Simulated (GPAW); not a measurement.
# Geometry or basis: what sets the conductance of a Ag chain with one C atom in line, part 3 of 3

How well does a Ag chain with one C atom in line conduct once its atoms have relaxed, and how much do cheaper levels lose?

GPAW 26.7.0; GPAW LCAO, PAW setups; relaxation of the junction within the symmetry of its start, lead ends held (the session's first sound run).

So far, transmission at the Fermi level (one spin): step 3 (GPAW, dzp, PBE, GPAW) 0.704; step 4 (GPAW, szp: basis = "szp(dzp)", PBE, GPAW) 0.686; step 5 (GPAW, sz: basis = "sz(dzp)", PBE, GPAW) 0.695; step 6 (revPBE in the dzp basis: xc = "revPBE") 0.697; step 7 (without the relaxation: geometry = "as built", PBE, GPAW) 0.728.

## (10) Other settings

One more run, with changed settings.

This step: GPAW LCAO, PAW setups; Landauer transmission from Green's functions with principal layers (ASE), zero bias (GPAW 26.7.0).

The input, run.py:

```python
import json
import numpy as np
from ase import Atoms
from ase.transport.calculators import TransportCalculator
from gpaw import GPAW, FermiDirac
from gpaw.lcao.tools import get_lcao_hamiltonian
from scipy.linalg import eigh

# The junction with lead layers at both ends, along the third cell vector
device = Atoms(
    ['Ag', 'Ag', 'Ag', 'Ag', 'Ag', 'Ag', 'Ag', 'C', 'Ag', 'Ag', 'Ag', 'Ag', 'Ag', 'Ag', 'Ag'],
    positions=[
        [4.50000, 4.50000, 1.33000],
        [4.50000, 4.50000, 3.99000],
        [4.50000, 4.50000, 6.65000],
        [4.50000, 4.50000, 9.31000],
        [4.50000, 4.50000, 11.97000],
        [4.50000, 4.50000, 14.63000],
        [4.50000, 4.50000, 17.24272],
        [4.50000, 4.50000, 19.20420],
        [4.50000, 4.50000, 21.16568],
        [4.50000, 4.50000, 23.77840],
        [4.50000, 4.50000, 26.43840],
        [4.50000, 4.50000, 29.09840],
        [4.50000, 4.50000, 31.75840],
        [4.50000, 4.50000, 34.41840],
        [4.50000, 4.50000, 37.07840]],
    cell=[[9.0, 0.0, 0.0], [0.0, 9.0, 0.0], [0.0, 0.0, 38.4084]],
    pbc=True)

# One principal layer of the lead: the first 4 atoms of the device
lead = Atoms(
    ['Ag', 'Ag', 'Ag', 'Ag'],
    positions=[
        [4.50000, 4.50000, 1.33000],
        [4.50000, 4.50000, 3.99000],
        [4.50000, 4.50000, 6.65000],
        [4.50000, 4.50000, 9.31000]],
    cell=[[9.0, 0.0, 0.0], [0.0, 9.0, 0.0], [0.0, 0.0, 10.64]],
    pbc=True)

settings = dict(mode='lcao', basis='dzp', xc='PBE', h=0.2,
                occupations=FermiDirac(0.1), maxiter=5,
                mixer=dict(beta=0.1, nmaxold=8, weight=100.0),
                convergence=dict(density=0.0001))
energies = np.arange(-2, 2 + 1e-9, 0.025)
eta = 0.0001
n1, n2 = 1, 1
# k and -k transmit alike, so half of the mesh across the current serves
mesh = [(i, j) for i in range(n1) for j in range(n2) if (i, j) <= (-i % n1, -j % n2)]
weights = np.array([1 if (i, j) == (-i % n1, -j % n2) else 2 for i, j in mesh]) / (n1 * n2)


def ground_state(atoms, size, txt):
    atoms.calc = GPAW(kpts={'size': size, 'gamma': True}, symmetry={'tolerance': 1e-3}, txt=txt, **settings)
    atoms.get_potential_energy()
    return atoms.calc.get_fermi_level()


def blocks(atoms, fermi, points, nz, cells):
    """H - E_F S and S between cell 0 and the cells above it, at each point across the current."""
    kz = np.arange(nz) / nz
    calc = atoms.calc.fixed_density(kpts=[(*k, z) for k in points for z in kz], symmetry='off', txt=None)
    H, S = get_lcao_hamiltonian(calc)
    H = (H - fermi * S).reshape(len(H), len(points), nz, *S.shape[1:])
    S = S.reshape(H.shape[1:])
    phases = [np.exp(-2j * np.pi * kz * R) / nz for R in cells]
    return [(np.einsum('skzij,z->ksij', H, p), np.einsum('kzij,z->kij', S, p)) for p in phases]


def pair(a, b):
    return np.block([[a, b], [b.T.conj(), a]])


def count_channels(h, s, cells, nk=240):
    """Half the number of times that the lead's bands cross each energy, unfolded to its shortest repeat."""
    b = len(h) // cells
    bands = []
    for k in (np.arange(nk + 1) + 0.5) / nk:
        hk, sk = h[:b, :b].copy(), s[:b, :b].copy()
        for R in range(1, cells):
            phase, block = np.exp(2j * np.pi * k * R), slice(R * b, (R + 1) * b)
            hk += h[:b, block] * phase + (h[:b, block] * phase).T.conj()
            sk += s[:b, block] * phase + (s[:b, block] * phase).T.conj()
        w, u = eigh(sk)
        x = u[:, w > 1e-5] / w[w > 1e-5]**0.5  # drop near-dependent combinations
        bands.append(np.r_[eigh(x.T.conj() @ hk @ x, eigvals_only=True), [1e9] * (w <= 1e-5).sum()])
    below = np.array(bands)[:, :, None] < energies
    return (below[1:] != below[:-1]).sum((0, 1)) / 2


fermi_lead = ground_state(lead, (1, 1, 11), 'lead.txt')
fermi_device = ground_state(device, (1, 1, 2), 'device.txt')
T, channels, eigen, tail, misfit, shifts = [], [], [], 0.0, 0.0, []
for first in range(0, len(mesh), 493):
    points = [(i / n1, j / n2) for i, j in mesh[first:first + 493]]
    (H0k, S0k), (H1k, S1k), (H2k, _) = blocks(lead, fermi_lead, points, 5, range(3))
    [(Hk, Sk)] = blocks(device, fermi_device, points, 2, [0])
    tail = max(tail, abs(H2k).max())
    for H0, S0, H1, S1, H, S in zip(H0k, S0k, H1k, S1k, Hk, Sk):
        n = len(S0)
        # Shift the lead onto the potential of the device's first layer
        shift = ((H[:, 0, 0] - H0[:, 0, 0]) / S0[0, 0]).real.mean()
        shifts.append(shift)
        misfit = max(misfit, abs(H[:, :n, :n] - H0 - shift * S0).max())
        Tk, Ck, Ek = [], [], []
        for s in range(len(H)):
            t = s % len(H0)  # a lead without moments serves both spins
            h1, s1 = pair(H0[t] + shift * S0, H1[t] + shift * S1), pair(S0, S1)
            leads = dict(h1=h1, s1=s1, energies=energies, eta=eta, eta1=eta, eta2=eta)
            calc = TransportCalculator(h=H[s], s=S, eigenchannels=3, **leads)
            Tk.append(calc.get_transmission())
            Ek.append(np.sort(calc.eigenchannels_ne, axis=0)[::-1])
            Ck.append(count_channels(h1, s1, 8))
        T.append(Tk)
        channels.append(Ck)
        eigen.append(Ek)
T, channels = np.array(T), np.array(channels)
mean, open_channels = np.einsum('kse,k->se', T, weights), np.einsum('kse,k->se', channels, weights)

print(f'basis functions: device {len(S)}, principal layer {n}')
print(f'Fermi level: lead {fermi_lead:.4f} eV, device {fermi_device:.4f} eV; lead shifted by {np.mean(shifts):.4f} eV')
print(f'largest coupling past the next layer {tail:.2e} eV, largest misfit of the first layer {misfit:.3f} eV')
print('  E-E_F (eV)   ' + 'T (one spin)  channels')
for e, t, c in zip(energies, mean.T, open_channels.T):
    print(f'{e:10.3f}  ', *[f'{x:11.4e}' for x in t], *[f'{x:9.4f}' for x in c])

kT = 8.617333e-5 * 300
fine = np.linspace(energies[0], energies[-1], 4001)
both = np.exp(np.interp(fine, energies, np.log(np.maximum(mean.sum(0) * 2 / len(mean), 1e-30))))
fermi = lambda mu: 1 / (1 + np.exp(np.clip((fine - mu) / kT, -200, 200)))
slope = fermi(0) * (1 - fermi(0)) / kT
G = np.trapezoid(both * slope, fine) / 2
seebeck = -np.trapezoid(both * slope * fine, fine) / (2 * G * 300) * 1e6
print(f'conductance at 300 K: {G:.5g} G0 a cell; thermopower {seebeck:.4g} uV/K')
bias = [0.1, 0.2, 0.5, 1.0, 1.5, 2.0]
current = [38.74 * np.trapezoid(both * (fermi(V / 2) - fermi(-V / 2)), fine) for V in bias]
for V, I in zip(bias, current):
    print(f'current from the zero-bias T(E) at {V} V: {I:.5g} uA')
zero = abs(energies).argmin()
json.dump(dict(energies=energies.tolist(), T=mean.tolist(), channels=open_channels.tolist(), G=G, seebeck=seebeck,
               bias=bias, current=current, tail=tail, misfit=misfit, shift=np.mean(shifts), n_device=len(S), n_lead=n,
               fermi=[fermi_lead, fermi_device], energy=device.get_potential_energy(),
               moments=device.get_magnetic_moments().tolist(), mesh=mesh, weights=weights.tolist(),
               T_k=T[:, :, zero].tolist(), eigen=np.array(eigen[0]).tolist()), open('result.json', 'w'))
```

On the command line:

```sh
> OMP_NUM_THREADS=1 OPENBLAS_NUM_THREADS=1 python run.py
```

Output:

```text
gpaw.KohnShamConvergenceError
```

It took 8.5 s on 1 thread of Arm Neoverse V2, shared host; peak memory 0.44 GiB.

The run stopped without converging, so none of its numbers is a property of the system.

The fault put into the input: too few SCF iterations (maxiter = 5).

## (11) What came out

- conductance: 0.703 G₀
- transmission at the Fermi level, mean of the spins: 0.704
- thermopower: 3.96 μV/K
- open channels of the lead there: 1

**Reading.** In the dzp basis the junction conducts 0.703 G₀ at 300 K, with T = 0.704 a spin at the Fermi level; the sz basis reaches that conductance within 10 %. Relaxation moved atoms by up to 0.047 Å and took the conductance from 0.727 to 0.703 G₀, as a ratio a larger change than the step from dzp to the minimal basis. The scatterer reflects about 30 % of the incoming channels at the Fermi level. At the Fermi level one eigenchannel carries the current (0.70). Measured against the first run (dzp), the nearest curve is that of asbuilt (r.m.s. 0.023) and the farthest that of sz (0.061). Over the compared runs wall time goes from 44 s (sz) to 106 s (dzp), on a shared host. The leads kept an estimated spacing and the cell its length, so the junction may be under some tension or compression. The geometry comes from the orbital basis, which tends to overbind, and kept the symmetry of the start, so a structure of lower symmetry may lie lower. An evenly spaced straight chain is an idealisation: free chains tend to dimerise, zigzag or, where a band edge lies near the Fermi level, turn magnetic. The currents use the zero-bias T(E) throughout, which holds only while the bias is small against the distance to the nearest feature.

[Logs are printed without paths, hosts, clocks, repeated set-up lines and the standing remarks that a program may print on its own settings, such as how far it seeks lower states.]

[Hosts, paths, dates, database ids (printed as entryN), source tags and the programs' standing remarks are cut or masked in the printed files.]
